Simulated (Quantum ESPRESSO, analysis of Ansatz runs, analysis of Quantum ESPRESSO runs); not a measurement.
# Local vibrational mode of the Si donor on a Ga site in GaAs (PBE) (Quantum ESPRESSO)

Aim: the local vibrational mode of the Si donor on a Ga site in GaAs, to be set beside the measurement. Set-up: PBE, JTH 2.0 PBE, 32-site cell, PBE lattice, k: 2x2x2 shifted. The model is a cell of 32 host atoms with 1 Ga taken out and 1 Si put in. The frequencies come from force constants among the defect atom and its neighbours, with the masses of the isotopes named. Other potentials or another program check that the number doesn't hang on one set of files.

Measured beforehand: Threefold local mode of 28Si: 384 cm⁻¹, by Fourier transform infrared absorption, zero pressure (Table 4.3, experiment column) (quoted in “DX Centers in III-V Semiconductors under Hydrostatic Pressure”, 1992, Jeffrey Alan Wolk et al., quoting earlier work (1985)).

Calculated with Quantum ESPRESSO 7.5; Quantum ESPRESSO plane-wave DFT, PBE, JTH 2.0 PBE potentials; relaxation of all atoms of a defect supercell.

### Step 1. The structure

The cell holds 32 atoms: 15 Ga, 1 Si and 16 As. Cell: a = 9.947 Å, b = 9.947 Å, c = 9.947 Å, α = 109.5°, β = 109.5°, γ = 109.5°. It derives from GaAs (space group F-43m). Nearest the centre at fractional (0.250, 0.500, 0.250): Si7 at 0.00 Å, As22 at 2.49 Å, As28 at 2.49 Å, As19 at 2.49 Å, As23 at 2.49 Å, Ga1 at 4.06 Å, Ga14 at 4.06 Å, Ga12 at 4.06 Å. The cell carries charge +1.

The host's primitive cell comes from a first run (Quantum ESPRESSO plane-wave DFT, PBE, JTH 2.0 PBE potentials; relaxation of cell and atoms of a defect-free cell): vectors of 4.061, 4.061 and 4.061 Å. That is 23.68 Å³ an atom, 4.8 % over the diffraction cell's volume. The supercell is built on it.

### Step 2. Relaxation, charge +1

Every later number rests on the structure around the defect, so the atoms are relaxed at the host's lattice first.

pw.in reads:

```
&CONTROL
  calculation = 'relax'
  prefix = 'pwscf'
  outdir = './tmp'
  pseudo_dir = './pseudo'
  tprnfor = .true.
  disk_io = 'low'
  nstep = 70
  forc_conv_thr = 0.00039
  etot_conv_thr = 0.0001
/
&SYSTEM
  ibrav = 0
  nat = 32
  ntyp = 3
  ecutwfc = 36
  ecutrho = 216
  nbnd = 223
  occupations = 'smearing'
  smearing = 'fd'
  degauss = 0.00073499
  tot_charge = 1
/
&ELECTRONS
  conv_thr = 3d-08
  electron_maxstep = 100
  mixing_beta = 0.5
/
&IONS
  ion_dynamics = 'bfgs'
/
ATOMIC_SPECIES
Ga    69.7230 Ga.GGA_PBE-JTH.UPF
Si    28.0850 Si.GGA_PBE-JTH.UPF
As    74.9216 As.GGA_PBE-JTH.UPF
CELL_PARAMETERS angstrom
  -5.7429834146    5.7429834146   -5.7429834146
   5.7429834146    5.7429834146    5.7429834146
   5.7429834146   -5.7429834146   -5.7429834146
ATOMIC_POSITIONS crystal
Ga     0.0000000000    0.0000000000    0.0000000000
Ga     0.0000000000    0.2500000000    0.7500000000
Ga     0.0000000000    0.5000000000    0.5000000000
Ga     0.0000000000    0.7500000000    0.2500000000
Ga     0.2500000000    0.0000000000    0.7500000000
Ga     0.2500000000    0.2500000000    0.5000000000
Si     0.2500000000    0.5000000000    0.2500000000
Ga     0.2500000000    0.7500000000    0.0000000000
Ga     0.5000000000    0.0000000000    0.5000000000
Ga     0.5000000000    0.2500000000    0.2500000000
Ga     0.5000000000    0.5000000000    0.0000000000
Ga     0.5000000000    0.7500000000    0.7500000000
Ga     0.7500000000    0.0000000000    0.2500000000
Ga     0.7500000000    0.2500000000    0.0000000000
Ga     0.7500000000    0.5000000000    0.7500000000
Ga     0.7500000000    0.7500000000    0.5000000000
As     0.0000000000    0.0000000000    0.7500000000
As     0.0000000000    0.2500000000    0.5000000000
As     0.0000000000    0.5000000000    0.2500000000
As     0.0000000000    0.7500000000    0.0000000000
As     0.2500000000    0.0000000000    0.5000000000
As     0.2500000000    0.2500000000    0.2500000000
As     0.2500000000    0.5000000000    0.0000000000
As     0.2500000000    0.7500000000    0.7500000000
As     0.5000000000    0.0000000000    0.2500000000
As     0.5000000000    0.2500000000    0.0000000000
As     0.5000000000    0.5000000000    0.7500000000
As     0.5000000000    0.7500000000    0.5000000000
As     0.7500000000    0.0000000000    0.0000000000
As     0.7500000000    0.2500000000    0.7500000000
As     0.7500000000    0.5000000000    0.5000000000
As     0.7500000000    0.7500000000    0.2500000000
K_POINTS automatic
2 2 2 1 1 1
```

Started as:

```sh
$ OMP_NUM_THREADS=1 mpirun -n 4 pw.x -nk 2 -in pw.in > pw.out
```

Output:

```text
This program is part of the open-source Quantum ESPRESSO suite
     for quantum simulation of materials; please cite
         "P. Giannozzi et al., J. Phys.:Condens. Matter 21 395502 (2009);
         "P. Giannozzi et al., J. Phys.:Condens. Matter 29 465901 (2017);
         "P. Giannozzi et al., J. Chem. Phys. 152 154105 (2020);
          URL
     in publications or presentations arising from this work. More details at

     file Ga.GGA_PBE-JTH.UPF: wavefunction(s)  0S 4P 0P 3D 0D renormalized
     file Si.GGA_PBE-JTH.UPF: wavefunction(s)  0S 0P renormalized
     file As.GGA_PBE-JTH.UPF: wavefunction(s)  4S 0S 0P 3D 0D renormalized
     Message from routine setup:
     using ibrav=0 with symmetry is DISCOURAGED, use correct ibrav instead

     K-points division:     npool     =       2
     Subspace diagonalization in iterative solution of the eigenvalue problem:
     a serial algorithm will be used

     --------------------
     sticks:   dense  smooth     PW     G-vecs:    dense   smooth      PW
     Min        2856    1905    517               136985    74738   10548
     Max        2857    1906    518               136986    74739   10549
     Sum        5713    3811   1035               273971   149477   21097

     Using Slab Decomposition

     bravais-lattice index     =            0
     lattice parameter (alat)  =      18.7974  a.u.
     unit-cell volume          =    5112.9233 (a.u.)^3
     number of atoms/cell      =           32
     number of atomic types    =            3
     number of electrons       =       438.00
     number of Kohn-Sham states=          223
     kinetic-energy cutoff     =      36.0000  Ry
     charge density cutoff     =     216.0000  Ry
     scf convergence threshold =      3.0E-08
     mixing beta               =       0.5000
     number of iterations used =            8  plain     mixing
     energy convergence thresh.=      1.0E-04
     force convergence thresh. =      3.9E-04
     Exchange-correlation= SLA PW PBX PBC
                           (   1   4   3   4   0   0   0)
     nstep                     =           70

     celldm(1)=  18.797369  celldm(2)=   0.000000  celldm(3)=   0.000000
     celldm(4)=   0.000000  celldm(5)=   0.000000  celldm(6)=   0.000000

     crystal axes: (cart. coord. in units of alat)
               a(1) = (  -0.577350   0.577350  -0.577350 )
               a(2) = (   0.577350   0.577350   0.577350 )
               a(3) = (   0.577350  -0.577350  -0.577350 )

     reciprocal axes: (cart. coord. in units 2 pi/alat)
               b(1) = (  0.000000  0.866025 -0.866025 )
               b(2) = (  0.866025  0.866025 -0.000000 )
               b(3) = (  0.866025  0.000000 -0.866025 )

     PseudoPot. # 1 for Ga read from file:
     Ga.GGA_PBE-JTH.UPF
     Pseudo is Projector augmented-wave + core cor, Zval = 13.0
     Generated using ATOMPAW code
     Shape of augmentation charge: BESSEL
     Using radial grid of 1052 points,  6 beta functions with:
                l(1) =   0
                l(2) =   0
                l(3) =   1
                l(4) =   1
                l(5) =   2
                l(6) =   2
     Q(r) pseudized with 0 coefficients

     PseudoPot. # 2 for Si read from file:
     Si.GGA_PBE-JTH.UPF
     Pseudo is Projector augmented-wave + core cor, Zval =  4.0
     Generated using ATOMPAW code
     Shape of augmentation charge: BESSEL
     Using radial grid of  988 points,  4 beta functions with:
                l(1) =   0
                l(2) =   0
                l(3) =   1
                l(4) =   1
     Q(r) pseudized with 0 coefficients

     PseudoPot. # 3 for As read from file:
     As.GGA_PBE-JTH.UPF
     Pseudo is Projector augmented-wave + core cor, Zval = 15.0
     Generated using ATOMPAW code
     Shape of augmentation charge: BESSEL
     Using radial grid of 1057 points,  6 beta functions with:
                l(1) =   0
                l(2) =   0
                l(3) =   1
                l(4) =   1
                l(5) =   2
                l(6) =   2
     Q(r) pseudized with 0 coefficients

     atomic species   valence    mass     pseudopotential
     Ga               13.00    69.72300     Ga( 1.00)
     Si                4.00    28.08500     Si( 1.00)
     As               15.00    74.92160     As( 1.00)

     24 Sym. Ops. (no inversion) found (22 have fractional translation)

   Cartesian axes

     site n.     atom                  positions (alat units)
         1        Ga     tau(   1) = (   0.0000000   0.0000000   0.0000000  )
         2        Ga     tau(   2) = (   0.5773503  -0.2886751  -0.2886751  )
         3        Ga     tau(   3) = (   0.5773503   0.0000000   0.0000000  )
         4        Ga     tau(   4) = (   0.5773503   0.2886751   0.2886751  )
         5        Ga     tau(   5) = (   0.2886751  -0.2886751  -0.5773503  )
         6        Ga     tau(   6) = (   0.2886751   0.0000000  -0.2886751  )
         7        Si     tau(   7) = (   0.2886751   0.2886751   0.0000000  )
         8        Ga     tau(   8) = (   0.2886751   0.5773503   0.2886751  )
         9        Ga     tau(   9) = (   0.0000000   0.0000000  -0.5773503  )
        10        Ga     tau(  10) = (   0.0000000   0.2886751  -0.2886751  )
        11        Ga     tau(  11) = (   0.0000000   0.5773503   0.0000000  )
        12        Ga     tau(  12) = (   0.5773503   0.2886751  -0.2886751  )
        13        Ga     tau(  13) = (  -0.2886751   0.2886751  -0.5773503  )
        14        Ga     tau(  14) = (  -0.2886751   0.5773503  -0.2886751  )
        15        Ga     tau(  15) = (   0.2886751   0.2886751  -0.5773503  )
        16        Ga     tau(  16) = (   0.2886751   0.5773503  -0.2886751  )
        17        As     tau(  17) = (   0.4330127  -0.4330127  -0.4330127  )
        18        As     tau(  18) = (   0.4330127  -0.1443376  -0.1443376  )
        19        As     tau(  19) = (   0.4330127   0.1443376   0.1443376  )
        20        As     tau(  20) = (   0.4330127   0.4330127   0.4330127  )
        21        As     tau(  21) = (   0.1443376  -0.1443376  -0.4330127  )
        22        As     tau(  22) = (   0.1443376   0.1443376  -0.1443376  )
        23        As     tau(  23) = (   0.1443376   0.4330127   0.1443376  )
        24        As     tau(  24) = (   0.7216878   0.1443376  -0.1443376  )
        25        As     tau(  25) = (  -0.1443376   0.1443376  -0.4330127  )
        26        As     tau(  26) = (  -0.1443376   0.4330127  -0.1443376  )
        27        As     tau(  27) = (   0.4330127   0.1443376  -0.4330127  )
        28        As     tau(  28) = (   0.4330127   0.4330127  -0.1443376  )
[...]
atom   14 type  1   force =    -0.00049015   -0.00032174    0.00032174
     atom   15 type  1   force =    -0.00000000    0.00000000    0.00000000
     atom   16 type  1   force =    -0.00049015    0.00032174   -0.00032174
[...]
Total force =     0.002351     Total SCF correction =     0.000064
     Energy error            =      3.1E-05 Ry
     Gradient error          =      4.9E-04 Ry/Bohr

     number of scf cycles    =  11
     number of bfgs steps    =  10

     energy             old  =   -9925.4077916877 Ry
     energy             new  =   -9925.4078222442 Ry

     CASE: energy            _new < energy            _old

     new trust radius        =       0.0014562175 bohr
     new conv_thr            =       0.0000000003 Ry

ATOMIC_POSITIONS (crystal)
Ga              -0.0024774989        0.0009662231       -0.0024774989
Ga              -0.0024774989        0.2475225011        0.7509662231
Ga               0.0034437219        0.5000000000        0.5024774989
Ga               0.0034437219        0.7524774989        0.2500000000
Ga               0.2500000000       -0.0000000000        0.7500000000
Ga               0.2500000000        0.2534437219        0.5024774989
Si               0.2500000000        0.5000000000        0.2500000000
Ga               0.2500000000        0.7524774989        0.0034437219
Ga               0.4965562781       -0.0009662231        0.4965562781
Ga               0.5024774989        0.2534437219        0.2500000000
Ga               0.5024774989        0.5000000000        0.0034437219
Ga               0.4965562781        0.7465562781        0.7490337769
Ga               0.7500000000        0.0000000000        0.2500000000
Ga               0.7509662231        0.2475225011       -0.0024774989
Ga               0.7500000000        0.5000000000        0.7500000000
Ga               0.7490337769        0.7465562781        0.4965562781
[...]
NEW-OLD atomic charge density approx. for the potential

     Check: negative core charge=   -0.000001

     negative rho (up, down):  6.077E-03 0.000E+00

     Self-consistent Calculation

     iteration #  1     ecut=    36.00 Ry     beta= 0.50
     Davidson diagonalization with overlap
     ethr =  1.00E-06,  avg # of iterations =  2.0

     Threshold (ethr) on eigenvalues was too large:
     Diagonalizing with lowered threshold

     Davidson diagonalization with overlap
     ethr =  5.35E-10,  avg # of iterations =  5.5

     negative rho (up, down):  6.076E-03 0.000E+00

     total energy              =   -9925.40782985 Ry
     estimated scf accuracy    <       0.00000073 Ry

     iteration #  2     ecut=    36.00 Ry     beta= 0.50
     Davidson diagonalization with overlap
     ethr =  1.67E-10,  avg # of iterations =  5.0

     negative rho (up, down):  6.076E-03 0.000E+00

     total energy              =   -9925.40783011 Ry
     estimated scf accuracy    <       0.00000069 Ry

     iteration #  3     ecut=    36.00 Ry     beta= 0.50
     Davidson diagonalization with overlap
     ethr =  1.57E-10,  avg # of iterations =  3.0

     negative rho (up, down):  6.075E-03 0.000E+00

     total energy              =   -9925.40783035 Ry
     estimated scf accuracy    <       0.00000004 Ry

     iteration #  4     ecut=    36.00 Ry     beta= 0.50
     Davidson diagonalization with overlap
     ethr =  9.29E-12,  avg # of iterations =  4.0

     negative rho (up, down):  6.075E-03 0.000E+00

     total energy              =   -9925.40783038 Ry
     estimated scf accuracy    <       0.00000001 Ry

     iteration #  5     ecut=    36.00 Ry     beta= 0.50
     Davidson diagonalization with overlap
     ethr =  3.10E-12,  avg # of iterations =  3.0

     negative rho (up, down):  6.075E-03 0.000E+00

     total energy              =   -9925.40783039 Ry
     estimated scf accuracy    <          1.8E-09 Ry

     iteration #  6     ecut=    36.00 Ry     beta= 0.50
     Davidson diagonalization with overlap
     ethr =  4.02E-13,  avg # of iterations =  5.0

     negative rho (up, down):  6.075E-03 0.000E+00

     total energy              =   -9925.40783039 Ry
     estimated scf accuracy    <          4.4E-10 Ry

     iteration #  7     ecut=    36.00 Ry     beta= 0.50
     Davidson diagonalization with overlap
     ethr =  1.00E-13,  avg # of iterations =  7.5

     negative rho (up, down):  6.075E-03 0.000E+00

     End of self-consistent calculation

          k = 0.4330 0.4330-0.4330 ( 18720 PWs)   bands (ev):

[...]
7.2830   7.2830   7.2830   8.9563   9.1072   9.1072   9.1072

          k = 0.0000 0.4330 0.0000 ( 18641 PWs)   bands (ev):

[...]
-6.7226  -6.7216  -6.7214  -4.4104  -3.7646  -3.4985  -3.4985  -3.4206
    -3.0479  -2.9943  -2.9943  -2.9912  -2.7874  -2.5526  -2.4877  -2.4877
    -2.3982  -2.2159  -2.2159   0.6517   1.4024   1.5345   1.7042   1.7042
     1.7712   1.8296   1.8486   1.8746   1.8746   2.0968   3.1129   3.2125
     3.2125   3.3274   4.1727   4.1727   4.1739   4.3438   4.7184   4.9253
     4.9253   4.9441   5.3647   5.3768   5.3768   5.6346   5.6637   5.6637
     5.6679   5.6723   5.6893   5.6893   5.7152   5.7278   5.7278   5.7686
     5.7827   6.5333   6.5586   6.5586   6.6667   6.7372   6.7372   6.7790
     6.8111   7.2365   7.2365   9.3020   9.5396   9.7482   9.8108

     the Fermi energy is     7.5676 ev

!    total energy              =   -9925.40783039 Ry
     total all-electron energy =     -9925.407830 Ry
     estimated scf accuracy    <          6.8E-11 Ry
     smearing contrib. (-TS)   =      -0.00000000 Ry
     internal energy E=F+TS    =   -9925.40783039 Ry

     The total energy is F=E-TS. E is the sum of the following terms:
     one-electron contribution =   -4660.34333316 Ry
     hartree contribution      =    1977.24035622 Ry
     xc contribution           =    -625.48372714 Ry
     ewald contribution        =   -3023.86692589 Ry
     one-center paw contrib.   =   -3592.95420042 Ry

     convergence has been achieved in   7 iterations

     negative rho (up, down):  6.075E-03 0.000E+00

     Forces acting on atoms (cartesian axes, Ry/au):

[...]
atom   25 type  3   force =     0.00002948    0.00020034    0.00002948
     atom   26 type  3   force =    -0.00020034    0.00002948   -0.00002948
     atom   27 type  3   force =     0.00002948   -0.00002948   -0.00020034
     atom   28 type  3   force =    -0.00000839   -0.00000839    0.00000839
     atom   29 type  3   force =    -0.00002948   -0.00020034    0.00002948
     atom   30 type  3   force =    -0.00002948   -0.00002948    0.00020034
     atom   31 type  3   force =    -0.00002948    0.00002948   -0.00020034
     atom   32 type  3   force =    -0.00002948    0.00020034   -0.00002948

     Total force =     0.001640     Total SCF correction =     0.000050
     Energy error            =      8.1E-06 Ry
     Gradient error          =      2.7E-04 Ry/Bohr

     bfgs converged in  12 scf cycles and  11 bfgs steps
     (criteria: energy <  1.0E-04 Ry, force <  3.9E-04 Ry/Bohr)

     End of BFGS Geometry Optimization

     Final energy             =   -9925.4078303899 Ry

     File ./tmp/pwscf.bfgs deleted, as requested
Begin final coordinates

ATOMIC_POSITIONS (crystal)
[...]
As               0.4998600191        0.0018977117        0.2500000000
As               0.5020376925        0.2501399809        0.0001399809
As               0.4998600191        0.5000000000        0.7518977117
As               0.4935540112        0.7435540112        0.4935540112
As               0.7481022883       -0.0018977117       -0.0020376925
As               0.7481022883        0.2479623075        0.7481022883
As               0.7518977117        0.5000000000        0.4998600191
As               0.7518977117        0.7498600191        0.2500000000
End final coordinates

=------------------------------------------------------------------------------=
   JOB DONE.
=------------------------------------------------------------------------------=
```

Elapsed: 25 min, on 4 MPI ranks of Arm Neoverse V2, shared host; peak memory 1.8 GiB.

Relaxation path:

| step | energy less that of the first step (eV) |
| --- | --- |
| 0 | 0.0000 |
| 1 | -0.0421 |
| 2 | -0.0741 |
| 3 | -0.0994 |
| 4 | -0.1042 |
| 5 | -0.1064 |
| 6 | -0.1100 |
| 7 | -0.1137 |
| 8 | -0.1154 |
| 9 | -0.1160 |
| 10 | -0.1164 |
| 11 | -0.1165 |

The atoms that moved most (Å):

| atom | dx | dy | dz | length |
| --- | --- | --- | --- | --- |
| As23 | 0.037 | -0.037 | -0.037 | 0.064 |
| As28 | -0.037 | -0.037 | 0.037 | 0.064 |
| As19 | -0.037 | 0.037 | -0.037 | 0.064 |
| As22 | 0.037 | 0.037 | 0.037 | 0.064 |
| Ga2 | 0.006 | -0.034 | -0.006 | 0.035 |
| Ga14 | -0.034 | 0.006 | -0.006 | 0.035 |
| Ga3 | -0.006 | 0.006 | -0.034 | 0.035 |
| Ga4 | -0.006 | 0.034 | -0.006 | 0.035 |

Final coordinates:

```xyz
32
Lattice="-5.7430 5.7430 -5.7430 5.7430 5.7430 5.7430 5.7430 -5.7430 -5.7430" Properties=species:S:1:pos:R:3 pbc="T T T"
Ga    0.0055    0.0055    0.0340
Ga    5.7485   -2.9055   -2.8770
Ga    5.7374    0.0055   -0.0340
Ga    5.7374    2.9055    2.8659
Ga    2.8715   -2.8715   -5.7430
Ga    2.9055    0.0055   -2.8659
Si    2.8715    2.8715    0.0000
Ga    2.9055    5.7374    2.8659
Ga   -0.0055   -0.0055   -5.7090
Ga    0.0055    2.9055   -2.8659
Ga    0.0055    5.7374   -0.0340
Ga    5.7374    2.8375   -2.8659
Ga   -2.8715    2.8715   -5.7430
Ga   -2.9055    5.7485   -2.8770
Ga    2.8715    2.8715   -5.7430
Ga    2.8375    5.7374   -2.8659
As    4.2971   -4.3189   -4.2955
As    4.3189   -1.4458   -1.4474
As    4.2702    1.4728    1.3987
As    4.3189    4.3189    4.3173
As    1.4458   -1.4240   -4.2955
As    1.4728    1.4728   -1.3987
As    1.4728    4.2702    1.3987
As    7.1888    1.4240   -1.4474
As   -1.4240    1.4458   -4.2955
As   -1.4458    4.3189   -1.4474
As    4.3189    1.4240   -4.3173
As    4.2702    4.2702   -1.3987
As   -4.3189    4.2971   -4.2955
As    1.4240    1.4240   -7.1686
As    1.4240    4.3189   -4.3173
As    1.4240    7.1888   -1.4474
```

Neighbours of Si7 at the end:

| atom | distance (Å) |
| --- | --- |
| As28 | 2.423 |
| As22 | 2.423 |
| As19 | 2.423 |
| As23 | 2.423 |
| Ga1 | 4.053 |
| Ga14 | 4.053 |
| Ga12 | 4.053 |
| Ga16 | 4.053 |
| Ga9 | 4.053 |
| Ga10 | 4.053 |
| Ga11 | 4.053 |
| Ga8 | 4.053 |
| Ga6 | 4.053 |
| Ga2 | 4.053 |
| Ga3 | 4.053 |
| Ga4 | 4.053 |

First to last step the energy falls by 0.117 eV; the largest move, 0.06 Å, is that of As23 and 3 other atoms alike.

(Continued in part 2 of 2.)

[Logs are printed without paths, hosts, clocks, repeated set-up lines and the standing remarks that a program may print on its own settings, such as how far it seeks lower states.]

[Hosts, paths, dates, database ids (printed as entryN), source tags and the programs' standing remarks are cut or masked in the printed files.]

[For some hosts the program warned that the k-mesh of the response run may be too coarse for force constants and the static dielectric constant; such warnings are not shown here.]
